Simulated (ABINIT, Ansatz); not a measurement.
# CaO (Lime): G0W0 with ABINIT, start to end

How does a plane-wave GW calculation on CaO (Lime) run from the first input to the gap?

Calculated with ABINIT 10.8.3; PBE and many-body steps on it, plane waves.

### Step 1. Starting point

The structure is cubic, space group Fm-3m (No. 225). The conventional cell has a = 4.813 Å, b = 4.813 Å, c = 4.813 Å, α = 90.00°, β = 90.00°, γ = 90.00°. Nearest to Ca lie 6 O at 2.41 Å. O has 6 Ca at 2.41 Å nearest. Farther neighbours and most contacts between anions are not listed.

The cell and positions come from the Crystallography Open Database and are kept as given unless a step says otherwise.

### Step 2. Ground state

This step: ABINIT 10.8.3; DFT, PBE, plane waves, norm-conserving pseudopotentials.

The ground-state density comes first.

Input file run.abi:

```
acell 3*1.0 Angstrom
rprim 
  -0.000000000000 2.406500000000 2.406500000000
  2.406500000000 -0.000000000000 2.406500000000
  2.406500000000 2.406500000000 -0.000000000000
ntypat 2
znucl 20 8
natom 2
typat 1 2
xred 
  0.000000000000 0.000000000000 0.000000000000
  0.500000000000 0.500000000000 0.500000000000
pp_dirpath "pseudos"
pseudos "Ca.upf, O.upf"
ecut 36
ngkpt 8 8 8
nshiftk 1
shiftk 0 0 0
kptopt 1
chksymbreak 0
nband 13
occopt 1
tolvrs 1e-10
nstep 60
prtwf 0
optforces 0
optstress 0
indata_prefix "in"
outdata_prefix "out"
tmpdata_prefix "tmp"
```

Run with:

```bash
OMP_NUM_THREADS=1 mpirun -n 8 abinit run.abi > log
```

Numbers of over 12 decimals in the logs are rounded to 6 here.

The program printed:

```text
.Version 10.8.3 of ABINIT. v10.8.2 released Aug 2026.

 Symmetries : space group Fm -3 m (#225); Bravais cF (face-center cubic)
================================================================================
 Values of the parameters that define the memory need of the present run
     intxc =       0    ionmov =       0      iscf =       7    lmnmax =       6
     lnmax =       6     mgfft =      36  mpssoang =       3    mqgrid =    3001
     natom =       2  nloc_mem =       1    nspden =       1   nspinor =       1
    nsppol =       1      nsym =      48    n1xccc =    2501    ntypat =       2
    occopt =       1   xclevel =       2
-    mband =          13        mffmem =           1         mkmem =           4
       mpw =        1964          nfft =       46656          nkpt =          29
================================================================================
  Rough estimation (10% accuracy) of disk space for files :
================================================================================

--------------------------------------------------------------------------------
------------- Echo of variables that govern the present computation ------------
--------------------------------------------------------------------------------
 -outvars: echo values of preprocessed input variables --------
            acell      1.8897261259E+00  1.8897261259E+00  1.8897261259E+00 Bohr

      chksymbreak           0
             ecut      3.60000000E+01 Hartree
-          fftalg         312

              ixc     -101130
              kpt      0.00000000E+00  0.00000000E+00  0.00000000E+00
                       1.25000000E-01  0.00000000E+00  0.00000000E+00
                       2.50000000E-01  0.00000000E+00  0.00000000E+00
                       3.75000000E-01  0.00000000E+00  0.00000000E+00
                       5.00000000E-01  0.00000000E+00  0.00000000E+00
                       1.25000000E-01  1.25000000E-01  0.00000000E+00
                       2.50000000E-01  1.25000000E-01  0.00000000E+00
                       3.75000000E-01  1.25000000E-01  0.00000000E+00
                       5.00000000E-01  1.25000000E-01  0.00000000E+00
   [... 18 further rows ...]
                      -3.75000000E-01  5.00000000E-01  1.25000000E-01
                      -2.50000000E-01  5.00000000E-01  2.50000000E-01
         kptrlatt        8    0    0      0    8    0      0    0    8
          kptrlen      5.14505140E+01
P           mkmem           4
            natom           2
            nband          13
            ngfft          36      36      36
             nkpt          29
            nstep          60
             nsym          48
           ntypat           2
              occ      2.000000  2.000000  2.000000  2.000000  2.000000  2.000000
                       2.000000  2.000000  0.000000  0.000000  0.000000  0.000000
                       0.000000
        optforces           0
        optstress           0
            prtwf           0
            rprim     -0.0000000000E+00  2.4065000000E+00  2.4065000000E+00
[...]
spgroup         225

           tolvrs      1.00000000E-10

             xred      0.0000000000E+00  0.0000000000E+00  0.0000000000E+00
[...]
znucl       20.00000    8.00000

================================================================================

 chkinp: Checking input parameters for consistency.

================================================================================
== DATASET  1 ==================================================================
-   mpi_nproc: 8, omp_nthreads: 1 (-1 if OMP is not activated)

--- !DatasetInfo
iteration_state: {dtset: 1, }
dimensions: {natom: 2, nkpt: 29, mband: 13, nsppol: 1, nspinor: 1, nspden: 1, mpw: 1964, }
cutoff_energies: {ecut:  36.0, pawecutdg:  -1.0, }
electrons: {nelect:   1.60000000E+01, charge:   0.00000000E+00, occopt:   1.00000000E+00, tsmear:   1.00000000E-02, }

 Real(R)+Recip(G) space primitive vectors, cartesian coordinates (Bohr,Bohr^-1):
 R(1)=  0.0000000  4.5476259  4.5476259  G(1)= -0.1099475  0.1099475  0.1099475
 R(2)=  4.5476259  0.0000000  4.5476259  G(2)=  0.1099475 -0.1099475  0.1099475
 R(3)=  4.5476259  4.5476259  0.0000000  G(3)=  0.1099475  0.1099475 -0.1099475
 Unit cell volume ucvol=  1.8809801E+02 bohr^3
 Angles (23,13,12)=  6.00000000E+01  6.00000000E+01  6.00000000E+01 degrees

 getcut: wavevector=  0.0000  0.0000  0.0000  ngfft=  36  36  36
         ecut(hartree)=     36.000   => boxcut(ratio)=   2.07246

--- Pseudopotential description ------------------------------------------------
- Ca Generated using ONCVPSP code by D. R. Hamann
- 20.00000  10.00000  171031                  znucl, zion, pspdat
12 -101130 2 -1 1766                          pspcod,pspxc,lmax,lloc,mmax
     nproj     2     2     2
  pspatm : epsatm=   12.33471919
         --- l  ekb(1:nproj) -->
[...]
pspatm: atomic psp has been read  and splines computed

- O Generated using ONCVPSP code by D. R. Hamann
-  8.00000   6.00000  171031                  znucl, zion, pspdat
12 -101130 2 -1 936                           pspcod,pspxc,lmax,lloc,mmax
     nproj     2     2     1
  pspatm : epsatm=    6.19545534
         --- l  ekb(1:nproj) -->
[...]
1   -4.717130   -1.149271
             2   -1.331955
 pspatm: atomic psp has been read  and splines computed

   2.96482793E+02                                ecore*ucvol(ha*bohr**3)
--------------------------------------------------------------------------------

_setup2: Arith. and geom. avg. npw (full set) are    1940.436    1940.412

================================================================================

--- !BeginCycle
iteration_state: {dtset: 1, }
solver: {iscf: 7, nstep: 60, nline: 4, wfoptalg: 0, }
tolerances: {tolvrs: 1.00E-10, }

     iter   Etot(hartree)      deltaE(h)  residm     vres2
 ETOT  1  -55.233271494428    -5.523E+01 1.514E-01 5.754E+02
 ETOT  2  -55.004690637663     2.286E-01 5.139E-02 1.430E+03
 ETOT  3  -55.380443762184    -3.758E-01 1.474E-02 2.430E+01
 ETOT  4  -55.386725259412    -6.281E-03 4.894E-03 1.142E+00
 ETOT  5  -55.386742926157    -1.767E-05 3.231E-03 6.128E-01
 ETOT  6  -55.386904093586    -1.612E-04 1.541E-03 1.632E-02
 ETOT  7  -55.386908013823    -3.920E-06 1.937E-03 2.791E-04
 ETOT  8  -55.386908058106    -4.428E-08 1.246E-03 3.790E-06
 ETOT  9  -55.386908058756    -6.503E-10 2.295E-03 1.125E-06
 ETOT 10  -55.386908059092    -3.360E-10 1.205E-03 1.054E-09
 ETOT 11  -55.386908059093    -7.390E-13 1.935E-03 9.254E-11

 At SCF step   11       vres2   =  9.25E-11 < tolvrs=  1.00E-10 =>converged.

--- !ResultsGS
iteration_state: {dtset: 1, }
comment   : Summary of ground state results
lattice_vectors:
- [ -0.0000000,   4.5476259,   4.5476259, ]
- [  4.5476259,  -0.0000000,   4.5476259, ]
- [  4.5476259,   4.5476259,  -0.0000000, ]
lattice_lengths: [   6.43131,    6.43131,    6.43131, ]
lattice_angles: [ 60.000,  60.000,  60.000, ] # degrees, (23, 13, 12)
lattice_volume:   1.8809801E+02
convergence: {deltae: -7.390E-13, res2:  9.254E-11, residm:  1.935E-03, diffor:  0.000E+00, }
etotal    :  -5.53869081E+01
entropy   :   0.00000000E+00
fermie    :   1.86115127E-01
cartesian_stress_tensor: null
pressure_GPa: null
xred      :
- [  0.0000E+00,   0.0000E+00,   0.0000E+00, Ca]
- [  5.0000E-01,   5.0000E-01,   5.0000E-01,  O]
cartesian_forces: null
force_length_stats: {min: null, max: null, mean: null, }

 Integrated electronic density in atomic spheres:
 ------------------------------------------------
 Atom  Sphere_radius  Integrated_density
    1        2.00000          7.65233652
    2        2.00000          6.16580487
================================================================================

 ----iterations are completed or convergence reached----

 Mean square residual over all n,k,spin=   67.419E-07; max=  19.352E-04
 reduced coordinates (array xred) for    2 atoms
       0.000000000000      0.000000000000      0.000000000000
       0.500000000000      0.500000000000      0.500000000000
 rms dE/dt=  0.0000E+00; max dE/dt=  0.0000E+00; dE/dt below (all hartree)
    1       0.000000000000      0.000000000000      0.000000000000
    2       0.000000000000      0.000000000000      0.000000000000

 cartesian coordinates (angstrom) at end:
    1      0.000000     0.000000     0.000000
    2      2.406500     2.406500     2.406500
 length scales=  1.889726125908  1.889726125908  1.889726125908 bohr
              =  1.000000000000  1.000000000000  1.000000000000 angstroms
 prteigrs : about to open file out_EIG
 Fermi (or HOMO) energy (hartree) =   0.18612   Average Vxc (hartree)=  -0.38719
 Eigenvalues (hartree) for nkpt=  29  k points:
 kpt#   1, nband= 13, wtk=  0.00195, kpt=  0.0000  0.0000  0.0000 (reduced coord)
  -1.19837   -0.49133   -0.49133   -0.49133   -0.38219    0.18612    0.18612    0.18612
   0.35937    0.41497    0.41497    0.41497    0.46974
 prteigrs : prtvol=0 or 1, do not print more k-points.

--- !EnergyTerms
iteration_state     : {dtset: 1, }
comment             : Components of total free energy in Hartree
kinetic             :  2.44522709864429E+01
hartree             :  1.03702406318974E+01
xc                  : -1.16201536039229E+01
Ewald energy        : -4.14671963569245E+01
psp_core            :  1.57621442198582E+00
local_psp           : -3.94509884660682E+01
non_local_psp       :  7.52704327496218E-01
total_energy        : -5.53869080590932E+01
total_energy_eV     : -1.50715454816662E+03
band_energy         : -5.25791741599969E+00

== END DATASET(S) ==============================================================
================================================================================

 -outvars: echo values of variables after computation  --------
           etotal     -5.5386908059E+01
            nband          13
             nkpt          29
          spgroup         225
 [... the other variables as echoed above ...]

 Calculation completed.
```

Elapsed: 6 s, on 8 MPI ranks of Arm Neoverse V1, shared host; peak memory 0.51 GiB; 47 s of CPU time.

This step gave:

```yaml
total_energy: -1507.1545 eV
gap: 3.662 eV
k_of_the_valence_top: 0, 0, 0
k_of_the_conduction_bottom: 0.5, 0.5, 0
least_direct_gap: 4.037 eV
```

The gap is indirect, with the least direct gap 0.37 eV higher.

[end of part 1 of 3]

[Paths, hosts, dates, memory and timing lines, banners, echoed tables and standing remarks are left out of the program output.]

[Logs are printed without paths, hosts, clocks, repeated set-up lines and the standing remarks that a program may print on its own settings, such as how far it seeks lower states.]

[Runs of the session that timed out or met a known fault of the program may be left out.]

[Hosts, paths, dates, database ids (printed as entryN), source tags and the programs' standing remarks are cut or masked in the printed files.]

[G0W0 gaps are taken among the corrected bands and points alone; a level outside them can change the order at an edge.]

[Where Ansatz stands beside ABINIT at settings called matched, ABINIT's density can come from a denser mesh and the files from another edition; pairs whose starting gaps differed by over 0.03 eV were left out, so agreement reads better than it is.]
